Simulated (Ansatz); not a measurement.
**Work function of V(110): what the settings cost and change**

Aim: the work function of V(110) against thickness and vacuum, with the cost.

Calculated with Ansatz 0.2.0; plane-wave DFT, PBE, Ansatz PAW.

### Step 1. Starting point

The cell holds 1 atom: 1 V. Its edges and angles: a = 2.615 Å, b = 2.615 Å, c = 18.000 Å, α = 90.0°, β = 90.0°, γ = 70.5°. Vacuum lies along c.

Coordinates:

```cif
data_structure
_symmetry_space_group_name_H-M 'P 1'
_symmetry_Int_Tables_number 1
_cell_length_a 2.6154
_cell_length_b 2.6154
_cell_length_c 18.0000
_cell_angle_alpha 90.000
_cell_angle_beta 90.000
_cell_angle_gamma 70.529
_cell_volume 116.08
loop_
_atom_site_label
_atom_site_type_symbol
_atom_site_fract_x
_atom_site_fract_y
_atom_site_fract_z
_atom_site_occupancy
V1 V 0.00000 0.00000 0.50000 1
```

### Step 2. Run, setting 1 layer

A work function rests on the faint tail of the density, so the SCF threshold is tight. The slab grows from one layer, at fixed mesh and 18 Å of vacuum; then the vacuum is varied on one slab.

Input file input.yaml:

```yaml
crystal:
  lattice:
    - [2.1354624792, -1.51, 0.0]
    - [2.1354624792, 1.51, 0.0]
    - [0.0, 0.0, 18.0]
  atoms:
    - { symbol: V, position: [0.0, 0.0, 0.5] }
kpoints:
  mp_grid: { grid: [16, 16, 1] }
hamiltonian:
  xc: pbe
scf:
  occupations: { method: fermi_dirac, width: 0.1 }
  convergence: { dr2_threshold: 1.0e-09 }
efield:
  axis: 3
  dipole_correction: true
  ramp_position: 0.97
  ramp_width: 0.06
output:
  write_potential: true
  write_density: true
  volumetric_format: npy
  elf: true
```

The run is started by

```bash
ansatz run input.yaml --threads 2 --pin off --max-ram 3072MiB --backend cpu --events-out ev --progress --plain --runs-dir out
```

What it wrote:

```text
Engine: ansatz 0.2.0, aarch64-unknown-linux-gnu
Pseudopotentials: kind: paw
Pseudopotential: V, paw, valence charge 13, recommended cutoff 420 eV (normal), V.paw.azcp
Functional definition: PBE
  parameter kappa = 0.804
  parameter beta = 0.066725
  exchange = pbe_x(kappa = kappa, mu = beta*pi^2/3)
  correlation = pbe_c(beta = beta)
Crystal: 1 atoms, lattice volume = 116.084 Å³
Basis set: ecut = 420 eV, 2247 PW (Γ)
Bands: 11, of which v1, the nominal top of the filled ones, is band 7 counted from 1 (6 counted from 0)
Symmetry: 4 space group operations
k-points: 73 of 256
Non-local potential: V, projectors of the file, l = 0: 3, l = 1: 2, l = 2: 3, l = 3: 1
PAW form: soft (Blöchl's): semilocal exchange-correlation on the pseudo side does not see the compensation charge
PAW one-centre angular grid: V, 590 points (default); XC on 64 Gauss nodes
Initial density: superposition of atomic densities (neutral atoms: chi_scale 0, normalization atom), corrected by the library's trained network
Initial wavefunctions: pseudopotential atomic-orbital guess
Functional: x = pbe(κ = 0.804, μ = 0.219515), c = pbe(β = 0.066725)
SCF iter   1: F=—  HF=-2910.041615 eV  |F-HF|=—  |Δ(HF+E_count)|=         —  Δρ=3.88e-3  dr2=1.48e-2  ethr=1.77e-3  p=0.000 e·Å  D=4.62e-15 V/Å  ΔV_dip=-0.00 eV  dr2_dipole=9.69e-13  V_vac-E_F(+/−)=4.51/4.51 eV  ⟨swp⟩=5.0  Hψ=4718  notcnv=0
efield: sawtooth ramp at fractional position 0.9700 (set: `efield.ramp_position`, or a place that a band, a saddle search or an elastic batch's reference lends), width 0.0600; the density the first Hamiltonian is built on has a dipole p = 0.000 e·Å; the dipole correction subtracts the counter field D = 4.62e-15 V/Å, which shifts the + side's vacuum level by -0.00 eV against the − side's; the planar-averaged density in the ramp window peaks in size at 5.3e-5 e/Å³
preconditioner: auto → LDOS  [metal: Δε(μ)=0.058 eV  Ē_g=3.479 eV  σ=0.100 eV  W_gap=0.14  n_scr=10 (ndim 8)  ℏωp=7.7 eV  f_vac=0.731  D(μ)=2.40/eV (n_scr^D=10)  β→1.0]
SCF iter   2: F=—  HF=-2910.046329 eV  |F-HF|=—  |Δ(HF+E_count)|=   4.71e-3  Δρ=3.62e-3  dr2=8.75e-3  ethr=1.14e-4  p=-0.000 e·Å  D=-5.69e-7 V/Å  ΔV_dip=0.00 eV  dr2_dipole=8.81e-12  V_vac-E_F(+/−)=4.73/4.73 eV  ⟨swp⟩=2.9  Hψ=2185  notcnv=0
SCF iter   3: F=—  HF=-2910.043499 eV  |F-HF|=—  |Δ(HF+E_count)|=   2.83e-3  Δρ=4.58e-4  dr2=1.84e-4  ethr=6.73e-5  p=-0.000 e·Å  D=-6.73e-7 V/Å  ΔV_dip=0.00 eV  dr2_dipole=1.10e-12  V_vac-E_F(+/−)=4.69/4.69 eV  ⟨swp⟩=2.5  Hψ=1371  notcnv=0
SCF iter   4: F=—  HF=-2910.043552 eV  |F-HF|=—  |Δ(HF+E_count)|=   5.33e-5  Δρ=2.34e-4  dr2=6.77e-5  ethr=1.42e-6  p=-0.000 e·Å  D=-4.84e-7 V/Å  ΔV_dip=0.00 eV  dr2_dipole=8.38e-13  V_vac-E_F(+/−)=4.70/4.70 eV  ⟨swp⟩=3.1  Hψ=1557  notcnv=0
SCF iter   5: F=—  HF=-2910.043551 eV  |F-HF|=—  |Δ(HF+E_count)|=   1.32e-6  Δρ=3.89e-5  dr2=2.36e-6  ethr=5.21e-7  p=-0.000 e·Å  D=-3.58e-7 V/Å  ΔV_dip=0.00 eV  dr2_dipole=3.54e-13  V_vac-E_F(+/−)=4.70/4.70 eV  ⟨swp⟩=2.2  Hψ=979  notcnv=0
SCF iter   6: F=—  HF=-2910.043554 eV  |F-HF|=—  |Δ(HF+E_count)|=   3.26e-6  Δρ=1.66e-5  dr2=5.06e-7  ethr=1.82e-8  p=-0.000 e·Å  D=-1.37e-7 V/Å  ΔV_dip=0.00 eV  dr2_dipole=2.35e-14  V_vac-E_F(+/−)=4.70/4.70 eV  ⟨swp⟩=2.1  Hψ=1027  notcnv=0
SCF iter   7: F=—  HF=-2910.043554 eV  |F-HF|=—  |Δ(HF+E_count)|=   3.23e-7  Δρ=6.36e-6  dr2=5.35e-8  ethr=3.89e-9  p=-0.000 e·Å  D=-5.05e-8 V/Å  ΔV_dip=0.00 eV  dr2_dipole=4.43e-15  V_vac-E_F(+/−)=4.70/4.70 eV  ⟨swp⟩=2.0  Hψ=969  notcnv=0
SCF iter   8: F=—  HF=-2910.043554 eV  |F-HF|=—  |Δ(HF+E_count)|=  8.63e-10  Δρ=1.60e-6  dr2=4.07e-9  ethr=4.11e-10  p=-0.000 e·Å  D=-1.87e-8 V/Å  ΔV_dip=0.00 eV  dr2_dipole=1.73e-15  V_vac-E_F(+/−)=4.70/4.70 eV  ⟨swp⟩=1.7  Hψ=923  notcnv=0
SCF iter   9: F=-2910.043554 eV  HF=-2910.043554 eV  |F-HF|=2.60e-10  |Δ(HF+E_count)|=   6.40e-9  Δρ=3.83e-7  dr2=1.34e-10  ethr=7.69e-12  p=0.000 e·Å  D=3.40e-9 V/Å  ΔV_dip=-0.00 eV  dr2_dipole=1.67e-15  V_vac-E_F(+/−)=4.70/4.70 eV  ⟨swp⟩=3.8  Hψ=2490  notcnv=0
SCF 1 converged in 9 iterations: F = -2910.043554 eV  dr2 = 1.34e-10
  greatest PAW one-centre occupation: 0.999 electrons in one spin orbital (limit 2), on the V atom at site 0 (counted from 0), in its partial waves of l = 0
WARN: The output density's exchange-correlation potential varies sharply where the density is thin. Do not read a vacuum level from v_tot or v_xc, or from such a field of the output density. On a cell that repeats whose density bears no net charge and no dipole along the vacuum's axis use v_es (v_loc + v_h of the components); under efield.dipole_correction with no amplitude use v_es + v_field, which holds any externa [...]
SCF converged after 9 iterations
Free energy (F): -2910.043554 eV
Harris-Foulkes:  -2910.043554 eV  (|F-HF|=2.60e-10)
Internal energy: -2909.962518 eV  (E = F + TS)
E sigma→0 (E₀):  -2910.003036 eV
Entropy (-TS):   -0.081036 eV (-81.036 meV/atom)
Fermi energy:    -2.001230 eV
Dipole field:    D = -0.000000 V/Å  (p = -0.000000 e·Å, saw-weighted, corrected)
Work function:   Φ+ = 4.7008 eV   Φ− = 4.7008 eV
Levels:          The Fermi level and band energies are counted from a zero that moves with the ramp; work functions are not
--- Per-component energies (eV) ---
  E_band       = -386.944781
  E_kinetic    = 330.705648
  E_local      = -6962.123263  (includes V_loc(G=0)·N_el)
  E_nonlocal   = -42.558362
  E_hartree    = 3323.245569
  E_xc         = -126.734478
  E_vxc        = -160.302764  (∫ρ·V_xc dr)
  E_paw        = -1113.625073  (= ΣΔE_a)
  E_vpaw       = -199.157218  (= ΣTr[D̂ρ^β])
  E_aug_tail   = 0.000266  (compensation charges beyond the density's cutoff)
  E_efield     = 0.000000  (sawtooth field / dipole correction)
  E_vefield    = 0.000000  (∫n·V_field dr)
  E_ewald      = 1681.127176
  E_smearing   = -0.081036  (= −TS)
  E_closure    = -0.000000  (closes the sum)
  Σ components = -2910.043554   (vs F -2910.043554, Δ=0.00e0)
--- Band table (eV; the first three rows and the last of 73) ---
  k-point 0: bands = [... 3 lower, -39.3744, -6.2961, -2.6258, -2.5951, -1.6286, -0.2694, -0.1843, 0.0987]
  k-point 1: bands = [... 3 lower, -39.3872, -6.1766, -2.6097, -2.5403, -1.7048, -0.1959, -0.1954, 0.1095]
  k-point 2: bands = [... 3 lower, -39.4177, -5.8302, -2.5781, -2.3737, -1.9065, -0.2056, -0.0855, 0.2482]
  k-point 72: bands = [... 3 lower, -39.9081, -4.1552, -2.8642, -1.2568, -0.6177, 1.4877, 1.9757, 6.6320]
```

It took 17 s on 2 threads of Arm Neoverse N1, shared host; peak memory 0.44 GiB; 28 s of CPU time.

Read from the output:

* energy at zero smearing: -2910.0030 eV
* work function, upper face: 4.701 eV

Running mean over 2.135 Å of the planar mean; the ramp of the sawtooth is left out. Electron's electrostatic potential energy less the Fermi level against z:

```csv
z (Å),electron's electrostatic potential energy less the Fermi level (eV)
2.88,4.70
3.31,4.70
3.74,4.70
4.18,4.70
4.61,4.70
5.04,4.69
5.47,4.67
5.90,4.60
6.19,4.51
6.62,4.18
7.06,3.32
7.49,1.07
7.92,-2.31
8.35,-5.63
8.78,-7.64
9.22,-7.64
9.65,-5.63
10.08,-2.31
10.51,1.07
10.94,3.32
11.38,4.18
11.81,4.51
12.10,4.60
12.53,4.67
12.96,4.69
13.39,4.70
13.82,4.70
14.26,4.70
14.69,4.70
15.12,4.70
```

Valence density in the ca plane at fractional y = 0.000, with atoms of V within 0.2 Å of it. It is the smooth field of the valence electrons, not physical close to the nuclei.

Values in units of 1e0 e/Å³, 5 rows by 16 columns, each cell a mean:
```
0.0 0.0 0.0 0.0 0.0 0.0 0.0 2.9 4.6 0.0 0.0 0.0 0.0 0.0 0.0 0.0
0.0 0.0 0.0 0.0 0.0 0.0 0.0 0.4 0.6 0.0 0.0 0.0 0.0 0.0 0.0 0.0
0.0 0.0 0.0 0.0 0.0 0.0 0.0 0.2 0.3 0.0 0.0 0.0 0.0 0.0 0.0 0.0
0.0 0.0 0.0 0.0 0.0 0.0 0.0 0.9 1.4 0.0 0.0 0.0 0.0 0.0 0.0 0.0
0.0 0.0 0.0 0.0 0.0 0.0 0.0 4.0 6.5 0.0 0.0 0.0 0.0 0.0 0.0 0.0
```
Columns run along c (18.0 Å), rows up along a (2.6 Å). Atoms in or near the plane, at fractional coordinates: V at (0.50, 0.00).

Electrostatic potential energy in the ca plane at fractional y = 0.000, with atoms of V within 0.2 Å of it. With pseudopotentials it is smooth inside the atoms' cores, unlike the true potential.

Ten even steps from '0' (-28 eV) to '9' (3 eV), each cell a mean:
```
99999999999999999986000038999999999999999999
99999999999999999997300168999999999999999999
99999999999999999998743589999999999999999999
99999999999999999999877889999999999999999999
99999999999999999999866789999999999999999999
99999999999999999998510378999999999999999999
99999999999999999987100048999999999999999999
99999999999999999986001038999999999999999999
```
Columns run along c (18.0 Å; values clipped at the 3rd and 97th percentile), rows up along a (2.6 Å). Atoms in or near the plane, at fractional coordinates: V at (0.50, 0.00).

ELF in the ca plane at fractional y = 0.000, with atoms of V within 0.2 Å of it. It is the smooth field of the valence electrons, not physical close to the nuclei.

Ten even steps from '0' (0.00) to '9' (0.74), each cell a mean:
```
00000000000000000000599810000000000000000000
00000000000000000111378511110000000000000000
00000000000000001233233333320000000000000000
00000000000000001355433455421000000000000000
00000000000000001344332344421000000000000000
00000000000000001121256412210000000000000000
00000000000000000000499710000000000000000000
00000000000000000000599910000000000000000000
```
Columns run along c (18.0 Å), rows up along a (2.6 Å). Atoms in or near the plane, at fractional coordinates: V at (0.50, 0.00).

The work function is 4.701 eV.

### Step 3. Slab, 2 atoms

System of this step: V(110). The cell holds 2 atoms: 2 V. Its edges and angles: a = 2.615 Å, b = 2.615 Å, c = 20.135 Å, α = 90.0°, β = 90.0°, γ = 70.5°. Vacuum lies along c.

input.yaml, the sections that differ from step 2:

```yaml
crystal:
  lattice:
    - [2.1354624792, -1.51, 0.0]
    - [2.1354624792, 1.51, 0.0]
    - [0.0, 0.0, 20.1354624792]
  atoms:
    - { symbol: V, position: [0.0, 0.0, 0.4469725992] }
    - { symbol: V, position: [0.5, 0.5, 0.5530274008] }
output:
  write_potential: true
  write_density: true
  volumetric_format: npy
# kpoints, hamiltonian, scf, efield: as in step 2
```

What it wrote:

```text
[...]
Crystal: 2 atoms, lattice volume = 129.856 Å³
Basis set: ecut = 420 eV, 2525 PW (Γ)
Bands: 17, of which v1, the nominal top of the filled ones, is band 13 counted from 1 (12 counted from 0)
Symmetry: 4 space group operations
k-points: 73 of 256
[...]
k-point 0: bands = [... 9 lower, -3.6261, -1.0206, -0.5792, -0.2825, -0.2366, 0.6071, 0.9187, 1.8025]
  k-point 1: bands = [... 9 lower, -3.5172, -1.0076, -0.5941, -0.2843, -0.1753, 0.4651, 0.9585, 1.7686]
  k-point 2: bands = [... 9 lower, -3.2071, -0.9866, -0.6371, -0.3282, -0.0069, 0.1851, 1.0823, 1.7474]
  k-point 72: bands = [... 9 lower, -2.5559, -2.3003, -0.3832, 0.1835, 1.3906, 1.9100, 2.0615, 2.9397]
[key lines of the parts left out:]
SCF converged after 9 iterations
Free energy (F): -5822.755286 eV
Fermi energy:    -0.064691 eV
Dipole field:    D = -0.000001 V/Å  (p = -0.000001 e·Å, saw-weighted, corrected)
Work function:   Φ+ = 4.7155 eV   Φ− = 4.7154 eV
```

The job ended after 27 s (2 threads; peak memory 0.45 GiB).

The work function is 4.716 eV, +0.015 eV from the run “1 layer”, at 1.6 times its CPU time.

### Step 4. Run, 3 atoms

System of this step: V(110). The cell holds 3 atoms: 3 V. Cell: a = 2.615 Å, b = 2.615 Å, c = 22.271 Å, α = 90.0°, β = 90.0°, γ = 70.5°. Vacuum lies along c.

input.yaml, the sections that differ from step 3:

```yaml
crystal:
  lattice:
    - [2.1354624792, -1.51, 0.0]
    - [2.1354624792, 1.51, 0.0]
    - [0.0, 0.0, 22.2709249584]
  atoms:
    - { symbol: V, position: [0.0, 0.0, 0.4041143337] }
    - { symbol: V, position: [0.5, 0.5, 0.5] }
    - { symbol: V, position: [0.0, 0.0, 0.5958856663] }
# kpoints, hamiltonian, scf, efield, output: as in step 3
```

What it wrote:

```text
[...]
Crystal: 3 atoms, lattice volume = 143.627 Å³
Basis set: ecut = 420 eV, 2781 PW (Γ)
Bands: 24, of which v1, the nominal top of the filled ones, is band 20 counted from 1 (19 counted from 0)
Symmetry: 4 space group operations
k-points: 73 of 256
[...]
--- Band table (eV; the first three rows and the last of 73) ---
  k-point 0: bands = [... 16 lower, 0.8780, 1.0494, 1.2040, 1.4567, 1.6170, 2.1586, 2.3354, 3.3119]
  k-point 1: bands = [... 16 lower, 0.8876, 1.0382, 1.1931, 1.4636, 1.6024, 2.1365, 2.2009, 3.2903]
  k-point 2: bands = [... 16 lower, 0.9046, 0.9884, 1.1060, 1.3802, 1.7445, 1.7551, 2.3157, 3.2271]
  k-point 72: bands = [... 16 lower, 0.1311, 0.7637, 2.1929, 2.2527, 2.8988, 3.1799, 4.0028, 4.0805]
[key lines of the parts left out:]
SCF converged after 11 iterations
Free energy (F): -8735.264925 eV
Fermi energy:    1.442495 eV
Dipole field:    D = 0.000000 V/Å  (p = 0.000000 e·Å, saw-weighted, corrected)
Work function:   Φ+ = 4.7864 eV   Φ− = 4.7863 eV
```

Wall time 43 s (2 threads); peak memory 0.51 GiB; 76 s of CPU time.

The work function is 4.786 eV, +0.071 eV from the run “2 layers”, at 1.6 times its CPU time.

### Step 5. Slab, 4 atoms

System of this step: V(110). The cell holds 4 atoms: 4 V. Its edges and angles: a = 2.615 Å, b = 2.615 Å, c = 24.406 Å, α = 90.0°, β = 90.0°, γ = 70.5°. Vacuum lies along c.

input.yaml, the sections that differ from step 4:

```yaml
crystal:
  lattice:
    - [2.1354624792, -1.51, 0.0]
    - [2.1354624792, 1.51, 0.0]
    - [0.0, 0.0, 24.4063874376]
  atoms:
    - { symbol: V, position: [0.0, 0.0, 0.368755926] }
    - { symbol: V, position: [0.5, 0.5, 0.4562519753] }
    - { symbol: V, position: [0.0, 0.0, 0.5437480247] }
    - { symbol: V, position: [0.5, 0.5, 0.631244074] }
# kpoints, hamiltonian, scf, efield, output: as in step 4
```

What it wrote:

```text
[...]
Crystal: 4 atoms, lattice volume = 157.399 Å³
Basis set: ecut = 420 eV, 3051 PW (Γ)
Bands: 32, of which v1, the nominal top of the filled ones, is band 26 counted from 1 (25 counted from 0)
Symmetry: 4 space group operations
k-points: 73 of 256
[...]
k-point 0: bands = [... 22 lower, 2.3241, 2.4325, 2.5077, 2.8806, 2.9754, 2.9767, 3.3380, 3.7733, ... 2 higher]
  k-point 1: bands = [... 22 lower, 2.3033, 2.4344, 2.5153, 2.8616, 2.8736, 2.9937, 3.3678, 3.5484, ... 2 higher]
  k-point 2: bands = [... 22 lower, 2.2270, 2.3978, 2.5358, 2.6141, 2.7724, 3.0821, 3.1890, 3.4705, ... 2 higher]
  k-point 72: bands = [... 22 lower, 1.9041, 2.0608, 2.8264, 3.8659, 4.1458, 4.2094, 4.5778, 4.6645, ... 2 higher]
[key lines of the parts left out:]
SCF converged after 11 iterations
Free energy (F): -11647.714873 eV
Fermi energy:    2.716890 eV
Dipole field:    D = -0.000003 V/Å  (p = -0.000002 e·Å, saw-weighted, corrected)
Work function:   Φ+ = 4.7886 eV   Φ− = 4.7885 eV
```

Run time: 64 s. Hardware: 2 threads; peak memory 0.61 GiB; 1.9 min of CPU time.

The work function is 4.789 eV, +0.002 eV from the run “3 layers”, at 1.5 times its CPU time.

### Step 6. Slab, 5 atoms

System of this step: V(110). The cell holds 5 atoms: 5 V. Cell: a = 2.615 Å, b = 2.615 Å, c = 26.542 Å, α = 90.0°, β = 90.0°, γ = 70.5°. Vacuum lies along c.

input.yaml, the sections that differ from step 5:

```yaml
crystal:
  lattice:
    - [2.1354624792, -1.51, 0.0]
    - [2.1354624792, 1.51, 0.0]
    - [0.0, 0.0, 26.5418499167]
  atoms:
    - { symbol: V, position: [0.0, 0.0, 0.3390871408] }
    - { symbol: V, position: [0.5, 0.5, 0.4195435704] }
    - { symbol: V, position: [0.0, 0.0, 0.5] }
    - { symbol: V, position: [0.5, 0.5, 0.5804564296] }
    - { symbol: V, position: [0.0, 0.0, 0.6609128592] }
# kpoints, hamiltonian, scf, efield, output: as in step 5
```

What it wrote:

```text
[...]
Crystal: 5 atoms, lattice volume = 171.171 Å³
Basis set: ecut = 420 eV, 3331 PW (Γ)
Bands: 39, of which v1, the nominal top of the filled ones, is band 33 counted from 1 (32 counted from 0)
Symmetry: 4 space group operations
k-points: 73 of 256
[...]
k-point 0: bands = [... 29 lower, 3.4880, 3.6961, 3.9418, 4.0458, 4.1094, 4.2402, 4.3616, 4.8904, ... 2 higher]
  k-point 1: bands = [... 29 lower, 3.4764, 3.7032, 3.8754, 4.0274, 4.0946, 4.1474, 4.3880, 4.7097, ... 2 higher]
  k-point 2: bands = [... 29 lower, 3.4105, 3.6587, 3.7974, 3.8137, 3.9205, 4.2211, 4.3173, 4.4912, ... 2 higher]
  k-point 72: bands = [... 29 lower, 3.5435, 3.5869, 4.5668, 5.1538, 5.3040, 5.3569, 5.7849, 5.8684, ... 2 higher]
[key lines of the parts left out:]
SCF converged after 11 iterations
Free energy (F): -14560.143038 eV
Fermi energy:    3.804925 eV
Dipole field:    D = -0.000000 V/Å  (p = -0.000000 e·Å, saw-weighted, corrected)
Work function:   Φ+ = 4.7715 eV   Φ− = 4.7715 eV
```

Wall time 88 s (2 threads); peak memory 0.71 GiB.

The work function is 4.772 eV, -0.017 eV from the run “4 layers”, at 1.4 times its CPU time.

### Step 7. Run, 6 atoms

System of this step: V(110). The cell holds 6 atoms: 6 V. Cell: a = 2.615 Å, b = 2.615 Å, c = 28.677 Å, α = 90.0°, β = 90.0°, γ = 70.5°. Vacuum lies along c.

input.yaml, the sections that differ from step 6:

```yaml
crystal:
  lattice:
    - [2.1354624792, -1.51, 0.0]
    - [2.1354624792, 1.51, 0.0]
    - [0.0, 0.0, 28.6773123959]
  atoms:
    - { symbol: V, position: [0.0, 0.0, 0.3138369411] }
    - { symbol: V, position: [0.5, 0.5, 0.3883021646] }
    - { symbol: V, position: [0.0, 0.0, 0.4627673882] }
    - { symbol: V, position: [0.5, 0.5, 0.5372326118] }
    - { symbol: V, position: [0.0, 0.0, 0.6116978354] }
    - { symbol: V, position: [0.5, 0.5, 0.6861630589] }
# kpoints, hamiltonian, scf, efield, output: as in step 6
```

What it wrote:

```text
[...]
Crystal: 6 atoms, lattice volume = 184.943 Å³
Basis set: ecut = 420 eV, 3557 PW (Γ)
Bands: 47, of which v1, the nominal top of the filled ones, is band 39 counted from 1 (38 counted from 0)
Symmetry: 4 space group operations
k-points: 73 of 256
[...]
k-point 0: bands = [... 35 lower, 4.4390, 4.7300, 4.8170, 4.9076, 5.0059, 5.0636, 5.2355, 5.3118, ... 4 higher]
  k-point 1: bands = [... 35 lower, 4.4405, 4.7124, 4.7324, 4.8578, 4.9863, 5.0894, 5.1541, 5.2592, ... 4 higher]
  k-point 2: bands = [... 35 lower, 4.4466, 4.4935, 4.6523, 4.8091, 4.8359, 4.8694, 5.1577, 5.2729, ... 4 higher]
  k-point 72: bands = [... 35 lower, 4.2310, 4.8170, 5.0047, 5.9871, 6.1454, 6.2041, 6.4022, 6.4606, ... 4 higher]
[key lines of the parts left out:]
SCF converged after 11 iterations
Free energy (F): -17472.575382 eV
Fermi energy:    4.725282 eV
Dipole field:    D = -0.000008 V/Å  (p = -0.000008 e·Å, saw-weighted, corrected)
Work function:   Φ+ = 4.7727 eV   Φ− = 4.7725 eV
```

Wall time 2 min (2 threads); peak memory 0.83 GiB.

The work function is 4.773 eV, +0.001 eV from the run “5 layers”, at 1.4 times its CPU time.

[end of part 1 of 2]

[Long decimals in the printed logs are rounded to 6 places.]

[Logs are printed without paths, hosts, clocks, repeated set-up lines and the standing remarks that a program may print on its own settings, such as how far it seeks lower states.]

[Hosts, paths, dates, database ids (printed as entryN), source tags and the programs' standing remarks are cut or masked in the printed files.]

[Maps of the electrostatic potential energy from Ansatz leave out the sawtooth potential of an applied field or a dipole correction, so their vacuum need not be flat; planar profiles and work functions include it.]
